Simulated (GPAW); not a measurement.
# Work function of Cl/Rh(100) at several levels

Aim: the work function of both faces of Cl/Rh(100), and its spread over functionals and bases.

Program: GPAW 26.7.0. Level of theory: GPAW, PAW setups; slab in vacuum, relaxation, in the first sound run; inputs show where later runs differ. Results are calculated unless marked as measured.

**1. The structure**

The cell holds 5 atoms: 4 Rh and 1 Cl. Its edges and angles: a = 2.687 Å, b = 2.687 Å, c = 21.419 Å, α = 90.0°, β = 90.0°, γ = 90.0°. Vacuum lies along c.

**2. Relaxation**

The atoms are relaxed first, since the surface dipole, and with it the work function, follows the positions of the outer layers. The lowest 2 atoms are held at bulk positions and keep their forces.

run.py

```python
import json
import numpy as np
from ase import Atoms
from ase.constraints import FixAtoms
from ase.optimize import BFGS
from gpaw import GPAW, PW

slab = Atoms(
    ['Rh', 'Rh', 'Rh', 'Rh', 'Cl'],
    positions=[
        [1.34350, 1.34350, 7.00000],
        [0.00000, 0.00000, 8.90000],
        [1.34350, 1.34350, 10.80000],
        [0.00000, 0.00000, 12.70000],
        [1.34350, 1.34350, 14.41868]],
    cell=[[2.68701, 0.0, 0.0], [0.0, 2.68701, 0.0], [0.0, 0.0, 21.41868]],
    pbc=[True, True, False])

slab.calc = GPAW(mode=PW(400), xc='PBE', kpts={'size': (12, 12, 1), 'gamma': True},
                 occupations={'name': 'fermi-dirac', 'width': 0.1}, nbands='160%',
                 convergence={'density': 1e-05}, maxiter=200,
                 poissonsolver={'dipolelayer': 'xy'},
                 symmetry={'tolerance': 1e-3, 'extra_ids': [1, 1, 0, 0, 0]}, txt='slab.txt')
result = {}
slab.set_constraint(FixAtoms([0, 1]))
path = []
opt = BFGS(slab, maxstep=0.2)
opt.attach(lambda: path.append((slab.get_potential_energy(), slab.positions.tolist(), slab.get_forces().tolist())))
result['relaxed'] = bool(opt.run(fmax=0.03, steps=40))
result['path'] = path
energy = slab.get_potential_energy()
fermi = slab.calc.get_fermi_level()
v = slab.calc.get_electrostatic_potential().mean((0, 1)) - fermi
n = slab.calc.get_pseudo_density().mean((0, 1))
L = slab.cell[2, 2]
z = np.arange(len(v)) * L / len(v)
low, high = slab.positions[:, 2].min(), slab.positions[:, 2].max()
below, above = np.interp([low - 4.8, high + 4.8], z, v)
slopes = [np.interp(x, z, np.gradient(v, z)) for x in (low - 4.8, high + 4.8)]
eps = np.array([[slab.calc.get_eigenvalues(k, s) for k in range(len(slab.calc.get_ibz_k_points()))]
                for s in range(slab.calc.get_number_of_spins())]) - fermi
top, bottom = eps[eps < 0].max(), eps[eps > 0].min()
dipole = slab.get_dipole_moment()[2]
print(f'energy {energy:.4f} eV, Fermi level {fermi:.4f} eV, dipole {dipole:.5f} e A')
print(f'potential 4.8 A off the faces, from the Fermi level: lower {below:.4f} eV, upper {above:.4f} eV')
print(f'slope of the potential there: lower {slopes[0]:.5f}, upper {slopes[1]:.5f} eV/A')
print(f'nearest levels on the mesh: {top:.4f} and {bottom:.4f} eV')
print('magnetic moment', round(slab.get_magnetic_moment(), 3))
result.update(energy=energy, fermi=fermi, dipole=dipole, below=below, above=above, slopes=slopes, edges=[top, bottom],
              z=z.tolist(), v=v.tolist(), n=n.tolist(), positions=slab.positions.tolist(),
              forces=slab.get_forces(apply_constraint=False).tolist(), moments=slab.get_magnetic_moments().tolist())
json.dump(result, open('result.json', 'w'))
```

On the command line:

```
> OMP_NUM_THREADS=1 OPENBLAS_NUM_THREADS=1 python run.py
```

What it wrote:

```text
Step          Energy          fmax
BFGS:    0      -28.875300        0.891538
BFGS:    1      -28.893160        0.762965
BFGS:    2      -28.925625        0.342203
BFGS:    3      -28.929602        0.317820
BFGS:    4      -28.942869        0.360957
BFGS:    5      -28.947469        0.274194
BFGS:    6      -28.950438        0.281155
BFGS:    7      -28.954208        0.347299
BFGS:    8      -28.958653        0.324891
BFGS:    9      -28.962107        0.203856
BFGS:   10      -28.963670        0.070206
BFGS:   11      -28.963933        0.016513
energy -28.8322 eV, Fermi level 2.1318 eV, dipole -0.01116 e A
potential 4.8 A off the faces, from the Fermi level: lower 5.0945 eV, upper 5.3711 eV
slope of the potential there: lower -0.00050, upper 0.00012 eV/A
nearest levels on the mesh: -0.0038 and 0.0032 eV
magnetic moment 0.0
```

It took 26 min on 1 thread of Arm Neoverse V2, shared host; peak memory 0.25 GiB.

This run has no spin polarisation, although Rh can carry a moment.

Relaxation path:

```tsv
step	energy less that of the first step (eV)	largest force (eV/Å)
1	0.0000	0.8915
2	-0.0180	0.7630
3	-0.0503	0.3422
4	-0.0542	0.3178
5	-0.0670	0.3610
6	-0.0714	0.2742
7	-0.0742	0.2812
8	-0.0777	0.3473
9	-0.0816	0.3249
10	-0.0844	0.2039
11	-0.0856	0.0702
12	-0.0858	0.0165
```

The atoms that moved most (Å):

```tsv
atom	dx	dy	dz	length
Cl5	0.000	0.000	0.249	0.249
Rh4	0.000	0.000	0.056	0.056
Rh3	0.000	0.000	0.054	0.054
```

The relaxed structure:

```xyz
5
Lattice="2.6870 0.0000 0.0000 0.0000 2.6870 0.0000 0.0000 0.0000 21.4187" Properties=species:S:1:pos:R:3
Rh    1.3435    1.3435    7.0000
Rh    0.0000    0.0000    8.9000
Rh    1.3435    1.3435   10.8541
Rh    0.0000    0.0000   12.7557
Cl    1.3435    1.3435   14.6672
```

Numbers from this step:

```yaml
dipole_along_the_normal: -0.01116 e·Å
levels_nearest_the_fermi_level_on_the_mesh: -0.003751, 0.003157 eV from the Fermi level
upper_work_function: 5.371 eV
lower_work_function: 5.095 eV
```

Table of electrostatic potential energy of an electron (without an applied field's), less the Fermi level, planar mean by z:

```tsv
z (Å)	electrostatic potential energy of an electron (without an applied field's), less the Fermi level, planar mean (eV)
0.0	5.23
0.5	5.09
1.0	5.09
1.5	5.09
2.0	5.09
2.5	5.09
3.0	5.09
3.5	5.09
4.0	5.07
4.5	5.01
5.0	4.80
5.5	4.03
6.0	1.13
6.5	-9.39
7.0	-21.5
7.5	-9.87
8.0	-3.00
8.5	-13.4
9.0	-21.4
9.5	-7.41
10.0	-3.09
10.5	-14.9
11.0	-20.6
11.5	-6.52
12.0	-4.31
12.5	-17.8
13.0	-18.2
13.5	-4.26
14.0	-3.15
14.5	-19.9
15.0	-12.3
15.5	1.71
16.0	4.71
16.5	5.25
17.0	5.35
17.5	5.37
18.0	5.37
18.5	5.37
19.0	5.37
19.5	5.37
20.0	5.37
20.5	5.37
21.0	5.37
```

The pseudo valence density, planar mean oscillates, so the rows of the table below give means over windows of 1.93 Å about each position, cut where the curve ends. Its maxima inside the range that stand out by 2 % of the span (Å: e/Å³): 7.1: 2.21, 9.0: 2.16, 10.9: 2.21, 12.9: 2.17, 14.4: 0.655. Its minima: 7.9: 0.419, 9.9: 0.389, 11.8: 0.418, 13.7: 0.345.

The pseudo valence density, planar mean by z; means over each step:

z (Å), pseudo valence density, planar mean (e/Å³) and a bar:
```
     2.90       0.00 
     4.83       0.02 
     6.76       1.01 ############################
     8.69       1.08 ##############################
    10.62       1.07 ##############################
    12.55       1.08 ##############################
    14.48       0.51 ##############
    16.41       0.05 #
    18.34       0.00
```

The relaxation lowered the energy of the cell by 0.0858 eV (energies extrapolated to zero smearing; the optimiser's log prints free energies). The largest force left on a free atom is 0.017 eV/Å.

**3. Plane waves, PBE**

The work function is the vacuum plateau of the electrostatic potential less the Fermi level; a dipole layer lets the two faces have plateaus of their own.

This step: GPAW, PAW setups; slab in vacuum (GPAW 26.7.0).

run.py: that of step 2 with these lines changed.

```diff
@@ -3,4 +3,2 @@
 from ase import Atoms
-from ase.constraints import FixAtoms
-from ase.optimize import BFGS
 from gpaw import GPAW, PW
@@ -12,5 +10,5 @@
         [0.00000, 0.00000, 8.90000],
-        [1.34350, 1.34350, 10.80000],
-        [0.00000, 0.00000, 12.70000],
-        [1.34350, 1.34350, 14.41868]],
+        [1.34350, 1.34350, 10.85412],
+        [-0.00000, 0.00000, 12.75571],
+        [1.34350, 1.34350, 14.66719]],
     cell=[[2.68701, 0.0, 0.0], [0.0, 2.68701, 0.0], [0.0, 0.0, 21.41868]],
@@ -22,10 +20,4 @@
                  poissonsolver={'dipolelayer': 'xy'},
-                 symmetry={'tolerance': 1e-3, 'extra_ids': [1, 1, 0, 0, 0]}, txt='slab.txt')
+                 symmetry={'tolerance': 1e-3}, txt='slab.txt')
 result = {}
-slab.set_constraint(FixAtoms([0, 1]))
-path = []
-opt = BFGS(slab, maxstep=0.2)
-opt.attach(lambda: path.append((slab.get_potential_energy(), slab.positions.tolist(), slab.get_forces().tolist())))
-result['relaxed'] = bool(opt.run(fmax=0.03, steps=40))
-result['path'] = path
 energy = slab.get_potential_energy()
```

What it wrote:

```text
energy -28.8322 eV, Fermi level 2.1318 eV, dipole -0.01098 e A
potential 4.8 A off the faces, from the Fermi level: lower 5.0947 eV, upper 5.3711 eV
slope of the potential there: lower -0.00054, upper 0.00015 eV/A
nearest levels on the mesh: -0.0038 and 0.0031 eV
magnetic moment 0.0
```

Run time: 2.6 min. Hardware: 1 thread; peak memory 0.24 GiB.

Numbers from this step:

* dipole along the normal: -0.01098 e·Å
* levels nearest the Fermi level on the mesh: -0.003764, 0.003143 eV from the Fermi level

The electrostatic potential energy of an electron (without an applied field's), less the Fermi level, planar mean oscillates, so the rows of the table below give means over windows of 1.93 Å about each position, cut where the curve ends. Its maxima inside the range that stand out by 2 % of the span (Å: eV): 7.9: -2.81, 9.9: -2.49, 11.8: -2.98, 13.8: -1.61. Its minima: 7.0: -21.6, 8.9: -22.1, 10.8: -22.1, 12.7: -22.0, 14.7: -23.6.

Table of electrostatic potential energy of an electron (without an applied field's), less the Fermi level, planar mean by z; means over each step:

z (Å), electrostatic potential energy of an electron (without an applied field's), less the Fermi level, planar mean (eV) and a bar from the least value:
```
     0.96        5.1 ##############################
     2.90        5.1 ##############################
     4.83        4.6 #############################
     6.76      -10.2 ###
     8.69      -11.6 
    10.62      -11.6 
    12.55      -11.6 
    14.48       -9.5 ####
    16.41        4.7 #############################
    18.34        5.4 ##############################
    20.27        5.4 ##############################
```

The pseudo valence density, planar mean oscillates, so the rows of the table below give means over windows of 1.93 Å about each position, cut where the curve ends. Its maxima inside the range that stand out by 2 % of the span (Å: e/Å³): 7.1: 2.21, 9.0: 2.16, 10.9: 2.21, 12.9: 2.17, 14.4: 0.655. Its minima: 7.9: 0.419, 9.9: 0.389, 11.8: 0.418, 13.7: 0.345.

Table of pseudo valence density, planar mean by z; means over each step:

z (Å), pseudo valence density, planar mean (e/Å³) and a bar:
```
     2.90       0.00 
     4.83       0.02 
     6.76       1.01 ############################
     8.69       1.08 ##############################
    10.62       1.07 ##############################
    12.55       1.08 ##############################
    14.48       0.51 ##############
    16.41       0.05 #
    18.34       0.00
```

Force by atom:

```tsv
atom	x (eV/Å)	y (eV/Å)	z (eV/Å)	size
Rh1	0.000	0.000	0.271	0.271
Rh2	0.000	0.000	-0.265	0.265
Rh3	0.000	0.000	0.003	0.003
Rh4	0.000	0.000	-0.017	0.017
Cl5	0.000	0.000	0.007	0.007
```

The potential is flat to 5.4e-4 eV/Å where it is read, so the vacuum is wide enough.

**4. Self-consistent run: xc = "revPBE"**

The same geometry under revPBE, to see how far the functional moves the levels against the vacuum.

run.py: that of step 3 with these lines changed.

```diff
@@ -16,3 +16,3 @@
 
-slab.calc = GPAW(mode=PW(400), xc='PBE', kpts={'size': (12, 12, 1), 'gamma': True},
+slab.calc = GPAW(mode=PW(400), xc='revPBE', kpts={'size': (12, 12, 1), 'gamma': True},
                  occupations={'name': 'fermi-dirac', 'width': 0.1}, nbands='160%',
```

What it wrote:

```text
energy -26.5510 eV, Fermi level 2.2257 eV, dipole -0.01302 e A
potential 4.8 A off the faces, from the Fermi level: lower 4.9416 eV, upper 5.2692 eV
slope of the potential there: lower -0.00060, upper 0.00016 eV/A
nearest levels on the mesh: -0.0070 and 0.0025 eV
magnetic moment 0.0
```

Elapsed: 2.5 min, on 1 thread; peak memory 0.24 GiB.

This step gave:

- dipole along the normal: -0.01302 e·Å
- levels nearest the Fermi level on the mesh: -0.007013, 0.002498 eV from the Fermi level
- upper work function: 5.269 eV
- lower work function: 4.942 eV

The electrostatic potential energy of an electron (without an applied field's), less the Fermi level, planar mean oscillates, so the rows of the table below give means over windows of 1.93 Å about each position, cut where the curve ends. Its maxima inside the range that stand out by 2 % of the span (Å: eV): 7.9: -2.88, 9.9: -2.56, 11.8: -3.05, 13.8: -1.67. Its minima: 7.0: -21.6, 8.9: -22.1, 10.8: -22.1, 12.7: -22.1, 14.7: -23.6.

Electrostatic potential energy of an electron (without an applied field's), less the Fermi level, planar mean against z; means over each step:

```tsv
z (Å)	electrostatic potential energy of an electron (without an applied field's), less the Fermi level, planar mean (eV)
0.96	4.96
2.90	4.94
4.83	4.50
6.76	-10.2
8.69	-11.6
10.62	-11.6
12.55	-11.7
14.48	-9.57
16.41	4.59
18.34	5.27
20.27	5.26
```

The pseudo valence density, planar mean by z:

```tsv
z (Å)	pseudo valence density, planar mean (e/Å³)
0.00	0
0.64	0
1.07	0
1.71	0
2.36	1.4e-5
2.78	3.8e-5
3.43	1.9e-4
4.07	9.5e-4
4.50	0.00283
5.14	0.0152
5.78	0.0877
6.21	0.302
6.85	2.02
7.50	0.799
7.92	0.418
8.57	1.31
9.21	1.39
9.64	0.456
10.28	0.631
10.92	2.21
11.57	0.487
11.99	0.464
12.64	2.11
13.28	0.689
13.71	0.344
14.35	0.655
14.99	0.624
15.42	0.285
16.06	0.0335
16.71	0.00362
17.13	8.8e-4
17.78	1.2e-4
18.42	1.3e-5
18.85	0
19.49	2.8e-6
20.13	0
20.56	0
21.20	0
```

Force by atom:

```tsv
atom	x (eV/Å)	y (eV/Å)	z (eV/Å)	size
Rh1	0.000	0.000	0.086	0.086
Rh2	0.000	0.000	-0.244	0.244
Rh3	0.000	0.000	-0.012	0.012
Rh4	0.000	0.000	0.034	0.034
Cl5	0.000	0.000	0.135	0.135
```

The upper face's work function is 5.269 eV, against 5.371 eV in the first plane-wave PBE run at this geometry.

**5. Self-consistent run: xc = "LDA"**

The same geometry under LDA, to see how far the functional moves the levels against the vacuum.

run.py: that of step 4 with these lines changed.

```diff
@@ -16,3 +16,3 @@
 
-slab.calc = GPAW(mode=PW(400), xc='revPBE', kpts={'size': (12, 12, 1), 'gamma': True},
+slab.calc = GPAW(mode=PW(400), xc='LDA', kpts={'size': (12, 12, 1), 'gamma': True},
                  occupations={'name': 'fermi-dirac', 'width': 0.1}, nbands='160%',
```

What it wrote:

```text
energy -34.8527 eV, Fermi level 1.8354 eV, dipole -0.00568 e A
potential 4.8 A off the faces, from the Fermi level: lower 5.4732 eV, upper 5.6168 eV
slope of the potential there: lower -0.00041, upper 0.00015 eV/A
nearest levels on the mesh: -0.0099 and 0.0063 eV
magnetic moment 0.0
```

It took 2.5 min on 1 thread; peak memory 0.24 GiB.

This step gave:

```
dipole along the normal                    : -0.005685 e·Å
levels nearest the Fermi level on the mesh : -0.009945, 0.006260 eV from the Fermi level
upper work function                        : 5.617 eV
lower work function                        : 5.473 eV
```

The upper face's work function is 5.617 eV, against 5.371 eV in the first plane-wave PBE run at this geometry.

**6. Self-consistent run: xc = "vdW-DF2"**

The same geometry under vdW-DF2, to see how far the functional moves the levels against the vacuum (the van der Waals functionals take revPBE setups).

run.py: that of step 5 with these lines changed.

```diff
@@ -16,3 +16,3 @@
 
-slab.calc = GPAW(mode=PW(400), xc='LDA', kpts={'size': (12, 12, 1), 'gamma': True},
+slab.calc = GPAW(mode=PW(400), xc='vdW-DF2', kpts={'size': (12, 12, 1), 'gamma': True},
                  occupations={'name': 'fermi-dirac', 'width': 0.1}, nbands='160%',
```

What it wrote:

```text
energy -410.1533 eV, Fermi level 1.9569 eV, dipole -0.01625 e A
potential 4.8 A off the faces, from the Fermi level: lower 5.4436 eV, upper 5.8528 eV
slope of the potential there: lower -0.00151, upper 0.00036 eV/A
nearest levels on the mesh: -0.0016 and 0.0053 eV
magnetic moment 0.0
```

The job ended after 2.6 min (1 thread; peak memory 0.35 GiB).

Numbers from this step:

- dipole along the normal: -0.01625 e·Å
- levels nearest the Fermi level on the mesh: -0.001584, 0.005308 eV from the Fermi level
- upper work function: 5.853 eV
- lower work function: 5.444 eV

The upper face's work function is 5.853 eV, against 5.371 eV in the first plane-wave PBE run at this geometry.

**7. OptPBE vdW: xc = "optPBE-vdW"**

The same geometry under optPBE-vdW, to see how far the functional moves the levels against the vacuum (the van der Waals functionals take revPBE setups).

run.py: that of step 6 with these lines changed.

```diff
@@ -16,3 +16,3 @@
 
-slab.calc = GPAW(mode=PW(400), xc='vdW-DF2', kpts={'size': (12, 12, 1), 'gamma': True},
+slab.calc = GPAW(mode=PW(400), xc='optPBE-vdW', kpts={'size': (12, 12, 1), 'gamma': True},
                  occupations={'name': 'fermi-dirac', 'width': 0.1}, nbands='160%',
```

What it wrote:

```text
energy -91.3904 eV, Fermi level 1.9973 eV, dipole -0.01455 e A
potential 4.8 A off the faces, from the Fermi level: lower 5.2672 eV, upper 5.6332 eV
slope of the potential there: lower -0.00088, upper 0.00018 eV/A
nearest levels on the mesh: -0.0123 and 0.0024 eV
magnetic moment 0.0
```

It took 2.8 min on 1 thread; peak memory 0.35 GiB.

Numbers from this step:

| Quantity | Value |
| --- | --- |
| dipole along the normal | -0.01455 e·Å |
| levels nearest the Fermi level on the mesh | -0.01233, 0.002435 eV from the Fermi level |
| upper work function | 5.633 eV |
| lower work function | 5.267 eV |

The electrostatic potential energy of an electron (without an applied field's), less the Fermi level, planar mean oscillates, so the rows of the table below give means over windows of 1.93 Å about each position, cut where the curve ends. Its maxima inside the range that stand out by 2 % of the span (Å: eV): 7.9: -2.87, 9.9: -2.54, 11.8: -3.03, 13.8: -1.60. Its minima: 7.0: -21.4, 8.9: -22.0, 10.8: -22.0, 12.7: -21.9, 14.7: -23.5.

Electrostatic potential energy of an electron (without an applied field's), less the Fermi level, planar mean against z; means over each step:

```tsv
z (Å)	electrostatic potential energy of an electron (without an applied field's), less the Fermi level, planar mean (eV)
0.96	5.29
2.90	5.26
4.83	4.77
6.76	-10.1
8.69	-11.6
10.62	-11.5
12.55	-11.6
14.48	-9.43
16.41	4.91
18.34	5.63
20.27	5.63
```

The upper face's work function is 5.633 eV, against 5.371 eV in the first plane-wave PBE run at this geometry.

**8. Self-consistent run: xc = "RPBE"**

The same geometry under RPBE, to see how far the functional moves the levels against the vacuum.

run.py: that of step 7 with these lines changed.

```diff
@@ -16,3 +16,3 @@
 
-slab.calc = GPAW(mode=PW(400), xc='optPBE-vdW', kpts={'size': (12, 12, 1), 'gamma': True},
+slab.calc = GPAW(mode=PW(400), xc='RPBE', kpts={'size': (12, 12, 1), 'gamma': True},
                  occupations={'name': 'fermi-dirac', 'width': 0.1}, nbands='160%',
```

What it wrote:

```text
energy -26.0129 eV, Fermi level 2.2423 eV, dipole -0.01406 e A
potential 4.8 A off the faces, from the Fermi level: lower 4.9183 eV, upper 5.2719 eV
slope of the potential there: lower -0.00065, upper 0.00016 eV/A
nearest levels on the mesh: -0.0083 and 0.0024 eV
magnetic moment 0.0
```

Wall time 2.4 min (1 thread); peak memory 0.24 GiB.

This step gave:

```
dipole along the normal                    : -0.01406 e·Å
levels nearest the Fermi level on the mesh : -0.008273, 0.002443 eV from the Fermi level
upper work function                        : 5.272 eV
lower work function                        : 4.918 eV
```

Electrostatic potential energy of an electron (without an applied field's), less the Fermi level, planar mean against z:

```tsv
z (Å)	electrostatic potential energy of an electron (without an applied field's), less the Fermi level, planar mean (eV)
0.0	5.10
0.5	4.92
1.0	4.92
1.5	4.92
2.0	4.92
2.5	4.92
3.0	4.92
3.5	4.91
4.0	4.89
4.5	4.83
5.0	4.62
5.5	3.85
6.0	0.991
6.5	-9.48
7.0	-21.6
7.5	-9.95
8.0	-3.10
8.5	-13.5
9.0	-21.4
9.5	-7.49
10.0	-3.19
10.5	-15.0
11.0	-20.7
11.5	-6.61
12.0	-4.41
12.5	-17.9
13.0	-18.3
13.5	-4.35
14.0	-3.23
14.5	-20.0
15.0	-12.3
15.5	1.63
16.0	4.61
16.5	5.15
17.0	5.25
17.5	5.27
18.0	5.27
18.5	5.27
19.0	5.27
19.5	5.27
20.0	5.27
20.5	5.27
21.0	5.27
```

The upper face's work function is 5.272 eV, against 5.371 eV in the first plane-wave PBE run at this geometry.

[end of part 1 of 2]

[Logs are printed without paths, hosts, clocks, repeated set-up lines and the standing remarks that a program may print on its own settings, such as how far it seeks lower states.]

[Hosts, paths, dates, database ids (printed as entryN), source tags and the programs' standing remarks are cut or masked in the printed files.]
